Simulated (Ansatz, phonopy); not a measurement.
# KI (Fm-3m): thermal expansion from first principles, part 2 of 4

Wanted: α(T), C_P(T) and B(T) of KI in the quasi-harmonic approximation.

Experimental results on record:
- volume expansion coefficient 113.7 1e-6/K near room temperature (given in “Descriptors for thermal expansion in solids”, 2017, arXiv:1701.03966)

Ansatz 0.2.0; DFT LDA, scalar-relativistic, plane waves, PAW (the session's first sound run).

So far. Step 2 (Probe on a coarse mesh): The start is under -1.3 GPa at this level and looks like an insulator or semiconductor on this mesh. Step 5 (Relaxing to small residual forces and stress): The residual pressure is 2.0e-4 GPa, small enough for phonons.

## 6. Phonons on strained cells, functional LDA, q-mesh 1×1×1

Thermal expansion follows from how the free energy of the vibrations (and of the electrons in a metal) changes with strain, so the program makes strained cells, their phonons and a fit in one run.

input.yaml reads:

```yaml
crystal:
  lattice:
    - [0.0, 3.4087162879, 3.4087162879]
    - [3.4087162879, 0.0, 3.4087162879]
    - [3.4087162879, 3.4087162879, 0.0]
  atoms:
    - { symbol: K, position: [0.0, 0.0, 0.0] }
    - { symbol: I, position: [0.5, 0.5, 0.5] }
kpoints:
  mp_grid: { grid: [8, 8, 8] }
hamiltonian:
  xc: lda
scf:
  occupations: { method: fixed }
  lower_state_search: "off"
output:
  eigenvalues: true
phonons:
  method: dfpt
  qmesh: [1, 1, 1]
  temperatures: { t_max: 500.0, t_step: 25 }
  thermal_expansion: {}
```

On the command line:

```bash
$ ansatz run input.yaml --threads 8 --pin off --max-ram 16384MiB --backend cpu --events-out ev --progress --plain --runs-dir out
```

Numbers of over 12 decimals in the logs are rounded to 6 here.

The program printed:

```text
[...]
Crystal: 2 atoms, lattice volume = 79.214 Å³
Basis set: ecut = 487.2 eV, 1917 PW (Γ), exchange–correlation on 72×72×72 points (8 copies of the dense FFT grid, shifted against one another)
Bands: 17, of which v1, the nominal top of the filled ones, is band 13 counted from 1 (12 counted from 0)
Symmetry: 48 space group operations
[...]
k-points: 29 of 512
[...]
SCF iter   1: F=—  HF=-8855.101578 eV  |F-HF|=—  |Δ(HF+E_count)|=         —  Δρ=4.76e-3  dr2=8.34e-3  ethr=1.77e-3  ⟨swp⟩=5.3  Hψ=2345  notcnv=0  defer=55
[...]
SCF iter   8: F=-8855.098602 eV  HF=-8855.098602 eV  |F-HF|=3.64e-12  |Δ(HF+E_count)|=  4.37e-11  Δρ=3.23e-8  dr2=3.64e-13  ethr=1.00e-12  ⟨swp⟩=9.4  Hψ=3104  notcnv=0
SCF 1 converged in 8 iterations: F = -8855.098602 eV  dr2 = 3.64e-13
[...]
relax step   1: F+E_penalty+E_count = -8855.09860194 eV  Δ(F+E_penalty+E_count) = +0.000e0 eV  max|allowed force component| = 3.681e-29 eV/Å  Δτ_max = 0.0000 Å  (8 SCF iters, accepted)
SCF converged after 8 iterations
Free energy (F): -8855.098602 eV
[...]
Internal energy: -8855.098602 eV  (E = F + TS)
E sigma→0 (E₀):  -8855.098602 eV
Fermi energy:    2.900621 eV
[...]
--- Stress (GPa, compression-positive) ---
        0.000366      -0.000000      -0.000000
        0.000000       0.000366      -0.000000
        0.000000      -0.000000       0.000366
  P = ⅓ Tr σ = 0.0004 GPa (0.004 kbar)
--- Band table (eV; the first three rows and the last of 29) ---
  k-point 0: bands = [... 9 lower, -7.8941, 2.9006, 2.9006, 2.9006, 6.7699, 9.1378, 9.1378, 9.1378]
  k-point 1: bands = [... 9 lower, -7.8060, 2.5659, 2.8261, 2.8261, 7.2129, 9.0718, 9.3260, 9.3260]
  k-point 2: bands = [... 9 lower, -7.6221, 1.9346, 2.6581, 2.6581, 7.9128, 9.3648, 9.8225, 9.8225]
  k-point 28: bands = [... 9 lower, -7.5695, 2.0063, 2.0063, 2.1291, 9.1789, 9.1789, 9.5837, 11.2369]
── thermal expansion: 3 new cells, 3 in all ──
thermal expansion: relaxation of cell 2
thermal expansion: relaxation of cell 3
── thermal expansion: 2 new cells, 5 in all ──
thermal expansion: relaxation of cell 4
thermal expansion: phonons of cell 4
thermal expansion: relaxation of cell 5
thermal expansion: phonons of cell 5
── thermal expansion: 8 new cells, 13 in all ──
thermal expansion: relaxation of cell 6
thermal expansion: relaxation of cell 7
thermal expansion: relaxation of cell 8
thermal expansion: relaxation of cell 9
thermal expansion: relaxation of cell 10
thermal expansion: relaxation of cell 11
thermal expansion: relaxation of cell 12
thermal expansion: relaxation of cell 13
thermal expansion: phonons of cell 6
thermal expansion: phonons of cell 7
thermal expansion: phonons of cell 8
thermal expansion: phonons of cell 9
thermal expansion: phonons of cell 10
WARN: thermal expansion: narrow_supercell: the supercell is narrow for a crystal that has a band gap and may be polar, so the expansion can be far off: type phonons.supercell or phonons.qmesh [2, 2, 2] or more in a new run
WARN: thermal expansion: phonon_interpolation_lacks_dipole_term in the phonons of 7 cells: 4, 5, 6, 7, 8, 9, 10
--- Relaxed structure (1 steps of the walk, 1 accepted, 0 SCFs on fresh bases) ---
  F+E_penalty+E_count = -8855.09860194 eV   max|allowed force component| = 3.681e-29 eV/Å
  atoms:
    - { symbol: K, position: [0.0, 0.0, 0.0] }
    - { symbol: I, position: [0.5, 0.5, 0.5] }
--- Thermal expansion: 13 cells in 3 rounds, 0 GPa ---
  no lower state was looked for at cell 4: scf.lower_state_search: off
  without vibrations: a 4.82070, b 4.82070, c 4.82070 Å, V 79.2164 Å³, B 16.01 GPa
  at 0 K: a 4.83390, b 4.83390, c 4.83390 Å, V 79.8689 Å³, B 15.57 GPa
  zero-point expansion: a +0.274, b +0.274, c +0.274, V +0.824 %
      T/K        a/Å        b/Å        c/Å       V/Å³ | expansion of a, b, c, V (1e-6/K)   | that of V in the mean from 25 °C | C_P, C_V (J/mol K of the cell) | B_T, B_S (GPa)
     0.00    4.83390    4.83390    4.83390    79.8689 |    0.00    0.00    0.00    0.00 |  148.15 |     0.000     0.000 |    15.57    15.57
    50.00    4.83787    4.83787    4.83787    80.0657 |   35.84   35.84   35.84  107.52 |  168.51 |    34.589    34.164 |    15.25    15.44
   100.00    4.84856    4.84856    4.84856    80.5978 |   49.69   49.69   49.69  149.08 |  178.90 |    46.640    45.067 |    14.58    15.09
   150.00    4.86141    4.86141    4.86141    81.2402 |   55.74   55.74   55.74  167.21 |  187.39 |    50.561    47.718 |    13.85    14.68
   200.00    4.87558    4.87558    4.87558    81.9528 |   60.68   60.68   60.68  182.04 |  195.96 |    52.973    48.694 |    13.08    14.23
   250.00    4.89102    4.89102    4.89102    82.7339 |   65.91   65.91   65.91  197.73 |  205.30 |    55.122    49.150 |    12.26    13.75
   298.15    4.90724    4.90724    4.90724    83.5599 |   71.83   71.83   71.83  215.50 |       - |    57.346    49.390 |    11.42    13.26
   325.00    4.91697    4.91697    4.91697    84.0577 |   75.74   75.74   75.74  227.21 |  221.88 |    58.751    49.479 |    10.92    12.96
   375.00    4.93668    4.93668    4.93668    85.0727 |   84.74   84.74   84.74  254.22 |  235.58 |    61.906    49.596 |     9.91    12.37
   425.00    4.95911    4.95911    4.95911    86.2374 |   97.37   97.37   97.37  292.11 |  252.61 |    66.228    49.674 |     8.79    11.72
   475.00    4.98555    4.98555    4.98555    87.6244 |  117.01  117.01  117.01  351.04 |  275.04 |    72.853    49.729 |     7.49    10.97
   500.00    5.00104    5.00104    5.00104    88.4436 |  131.96  131.96  131.96  395.88 |  289.55 |    77.864    49.751 |     6.74    10.54
  the static fit leaves 0.001 meV an atom of the energies and, of the stresses, 0.000 GPa of each cell's largest along a strain (root mean squares over the cells), whose Pulay part it has at -0.006 GPa
  vibrations' free energy: its fit leaves 0.0002 meV an atom at the most
  the electrons' free energy at temperature is not in it: every band gap is over 0.52 eV
  free energies summed between the sampled wave vectors
  estimated error of the fitted expansion in any direction: up to 1.087e-6/K, at 500 K (an estimate, not a bound: it was exceeded on models of known expansion)
  by sums over the sampled wave vectors an expansion of the volume parts by up to 296.38e-6/K
  by a static energy of one degree less an expansion of the volume parts by up to 2.96e-6/K
  the FFT grids of the static calculations differ: 36 × 36 × 36, 40 × 40 × 40
  band gaps on the cells' k-points are 3.523 to 3.950 eV
  narrow_supercell: the supercell is narrow for a crystal that has a band gap and may be polar, so the expansion can be far off: type phonons.supercell or phonons.qmesh [2, 2, 2] or more in a new run
  phonon_interpolation_lacks_dipole_term in the phonons of 7 cells: 4, 5, 6, 7, 8, 9, 10
```

Wall time 54 s (8 threads of Arm Neoverse V1, shared host); peak memory 0.69 GiB.

This step gave:

| Quantity | Value |
| --- | --- |
| pressure | 3.66e-4 GPa |
| volume expansion coefficient at 298 K | 215.5 1e-6/K |
| C_P at 298 K | 28.67 J/mol-atom/K |
| entropy at 298 K | 55.11 J/mol-atom/K |
| isothermal bulk modulus at 298 K | 11.42 GPa |
| Grüneisen parameter at 298 K | 2.507 |
| volume at 298 K | 41.78 Å³/atom |
| principal linear expansion coefficients at 298 K | 71.83, 71.83, 71.83 1e-6/K |

Strained cells of the study; zero-point energy where phonons were solved; the pressures are stresses at a fixed cutoff and can carry an offset from the finite basis. Expansion cells, by row:

```csv
cell,|a| (Å),|b| (Å),|c| (Å),V (Å³/atom),E - E_lowest (meV/atom),"pressure, compression positive (GPa)",gap (eV),zero-point energy (meV/atom)
1,4.821,4.821,4.821,39.61,0.002,-0.006,3.869,-
2,4.859,4.859,4.859,40.57,1.103,-0.366,3.807,-
3,4.782,4.782,4.782,38.67,1.162,0.401,3.934,-
4,4.821,4.821,4.821,39.62,0,-0.01,3.868,14.18
5,4.845,4.845,4.845,40.22,0.454,-0.241,3.829,13.7
6,4.86,4.86,4.86,40.59,1.157,-0.374,3.805,13.4
7,4.899,4.899,4.899,41.58,4.458,-0.695,3.744,12.64
8,4.939,4.939,4.939,42.6,9.757,-0.978,3.686,11.89
9,4.979,4.979,4.979,43.64,16.9,-1.224,3.629,11.14
10,5.019,5.019,5.019,44.71,25.76,-1.439,3.575,10.4
11,4.773,4.773,4.773,38.45,1.792,0.505,3.95,-
12,4.797,4.797,4.797,39.03,0.433,0.238,3.909,-
13,5.059,5.059,5.059,45.79,36.08,-1.622,3.523,-
```

Quasi-harmonic; a, b, c are the run's own cell vectors. Expansion, by row:

```csv
T (K),a (Å),b (Å),c (Å),alpha (deg),beta (deg),gamma (deg),cell volume (Å³/cell),alpha_a (1e-6/K),alpha_b (1e-6/K),alpha_c (1e-6/K),alpha_V (1e-6/K),C_P (J/mol-atom/K),C_V (J/mol-atom/K),S (J/mol-atom/K),B_T (GPa),B_S (GPa),Grueneisen,extrapolation,fit error (1e-6/K)
0,4.834,4.834,4.834,60,60,60,79.87,0,0,0,0,0,0,0,15.57,15.57,-,0,0
25,4.835,4.835,4.835,60,60,60,79.9,16.64,16.64,16.64,49.93,8.101,8.078,3.66,15.5,15.55,2.305,0,0.01
50,4.838,4.838,4.838,60,60,60,80.07,35.84,35.84,35.84,107.5,17.3,17.08,12.48,15.25,15.44,2.314,0,0.02
75,4.843,4.843,4.843,60,60,60,80.31,44.82,44.82,44.82,134.5,21.35,20.86,20.37,14.93,15.28,2.326,0,0.02
100,4.849,4.849,4.849,60,60,60,80.6,49.69,49.69,49.69,149.1,23.32,22.53,26.82,14.58,15.09,2.341,0,0.02
125,4.855,4.855,4.855,60,60,60,80.91,53.02,53.02,53.02,159.1,24.48,23.38,32.15,14.22,14.89,2.357,0,0.03
150,4.861,4.861,4.861,60,60,60,81.24,55.74,55.74,55.74,167.2,25.28,23.86,36.69,13.85,14.68,2.375,0,0.04
175,4.868,4.868,4.868,60,60,60,81.59,58.23,58.23,58.23,174.7,25.92,24.15,40.64,13.47,14.46,2.394,0,0.05
200,4.876,4.876,4.876,60,60,60,81.95,60.68,60.68,60.68,182,26.49,24.35,44.13,13.08,14.23,2.414,0,0.07
225,4.883,4.883,4.883,60,60,60,82.33,63.21,63.21,63.21,189.6,27.02,24.48,47.29,12.68,14,2.435,0,0.09
250,4.891,4.891,4.891,60,60,60,82.73,65.91,65.91,65.91,197.7,27.56,24.57,50.16,12.26,13.75,2.458,0,0.1
275,4.899,4.899,4.899,60,60,60,83.15,68.84,68.84,68.84,206.5,28.12,24.64,52.81,11.83,13.5,2.483,0,0.12
298.1,4.907,4.907,4.907,60,60,60,83.56,71.83,71.83,71.83,215.5,28.67,24.7,55.11,11.42,13.26,2.507,0,0.13
300,4.908,4.908,4.908,60,60,60,83.59,72.09,72.09,72.09,216.3,28.72,24.7,55.29,11.38,13.24,2.509,0,0.13
325,4.917,4.917,4.917,60,60,60,84.06,75.74,75.74,75.74,227.2,29.38,24.74,57.61,10.92,12.96,2.538,0,0.14
350,4.927,4.927,4.927,60,60,60,84.55,79.9,79.9,79.9,239.7,30.11,24.77,59.81,10.43,12.68,2.569,0,0.15
375,4.937,4.937,4.937,60,60,60,85.07,84.74,84.74,84.74,254.2,30.95,24.8,61.92,9.91,12.37,2.604,0,0.18
400,4.947,4.947,4.947,60,60,60,85.63,90.46,90.46,90.46,271.4,31.94,24.82,63.95,9.37,12.06,2.642,0,0.21
425,4.959,4.959,4.959,60,60,60,86.24,97.37,97.37,97.37,292.1,33.11,24.84,65.92,8.79,11.72,2.684,0,0.24
450,4.972,4.972,4.972,60,60,60,86.9,106,106,106,317.9,34.57,24.85,67.85,8.17,11.36,2.733,0,0.21
475,4.986,4.986,4.986,60,60,60,87.62,117,117,117,351,36.43,24.86,69.77,7.49,10.97,2.789,0,0.18
500,5.001,5.001,5.001,60,60,60,88.44,132,132,132,395.9,38.93,24.88,71.69,6.74,10.54,2.855,0,1.09
```

Expansion coefficient against temperature; values in 1e-6/K:

```csv
temperature (K),volume,principal 1
0,0,0
25,49.9,16.6
50,108,35.8
75,134,44.8
100,149,49.7
125,159,53.0
150,167,55.7
175,175,58.2
200,182,60.7
225,190,63.2
250,198,65.9
275,207,68.8
298,216,71.8
300,216,72.1
325,227,75.7
350,240,79.9
375,254,84.7
400,271,90.5
425,292,97.4
450,318,106
475,351,117
500,396,132
```

At 298 K the volume expansion is 216 × 10⁻⁶/K and B_T is 11.4 GPa. The log warns that this q-mesh is too narrow, so the figure can be far off. The program raised the cutoff to 487.2 eV by itself: with no cutoff typed, the study takes about 1.16 times the default for its relaxations and scales it with the volume for the phonons.

## 7. Quasi-harmonic fit by phonopy

This step: DFT LDA, scalar-relativistic, plane waves, PAW (phonopy 4.10.0).

Numbers from this step:

| Item | Value |
| --- | --- |
| volume expansion coefficient at 300 K | 217.3 1e-6/K |
| isothermal bulk modulus at 300 K | 11.34 GPa |
| C_P at 300 K | 28.76 J/mol-atom/K |
| Grüneisen parameter at 300 K | 2.511 |

Table of energy (each curve on its own zero) by volume; values in meV/atom:

```csv
volume (Å³/atom),static,F at 0 K,F at 300 K,F at 500 K
39.62,0,1.7,10.4,17.3
40.22,0.45,1.67,8.19,13.3
40.59,1.16,2.08,7.19,11.2
41.58,4.46,4.62,5.9,6.85
42.60,9.76,9.17,6.38,4.17
43.64,16.9,15.6,8.45,2.91
44.71,25.8,23.7,11.9,2.85
```

Phonopy-qha, vinet fit of F(V) at each temperature. Qha vinet, by row:

```csv
T (K),fitted volume (Å³/atom),alpha_V (1e-6/K),B_T (GPa),C_P (J/mol-atom/K),Grueneisen
75,40.16,132.6,14.93,21.43,2.293
100,40.3,148.3,14.59,23.44,2.329
125,40.45,158.6,14.23,24.58,2.352
150,40.62,166.9,13.86,25.36,2.371
175,40.79,174.4,13.48,25.98,2.391
200,40.98,181.9,13.08,26.54,2.412
225,41.17,189.7,12.67,27.07,2.434
250,41.37,198.1,12.24,27.6,2.457
275,41.58,207.2,11.8,28.16,2.483
300,41.8,217.3,11.34,28.76,2.511
325,42.03,228.7,10.86,29.43,2.542
350,42.28,241.5,10.37,30.17,2.575
375,42.54,256.3,9.86,31.02,2.611
400,42.82,273.4,9.33,32.01,2.652
425,43.13,293.5,8.78,33.18,2.696
450,43.45,317.4,8.21,34.57,2.745
475,43.82,346.3,7.62,36.27,2.8
```

Table of volume expansion coefficient by temperature; values in 1e-6/K:

```csv
temperature (K),"phonopy-qha, Vinet",Ansatz's own study
75,133,134
100,148,149
125,159,159
150,167,167
175,174,175
200,182,182
225,190,190
250,198,198
275,207,207
300,217,216
325,229,227
350,242,240
375,256,254
400,273,271
425,294,292
450,317,318
475,346,351
```

The fit gives a volume expansion of 217 × 10⁻⁶/K at 300 K, against 216 at 298 K from the study itself, whose static fit uses more cells.

(Part 2 of 4 ends here.)

[Logs are printed without paths, hosts, clocks, repeated set-up lines and the standing remarks that a program may print on its own settings, such as how far it seeks lower states.]

[Hosts, paths, dates, database ids (printed as entryN), source tags and the programs' standing remarks are cut or masked in the printed files.]

[A step with changed settings may run another functional than the one named; its input shows which.]
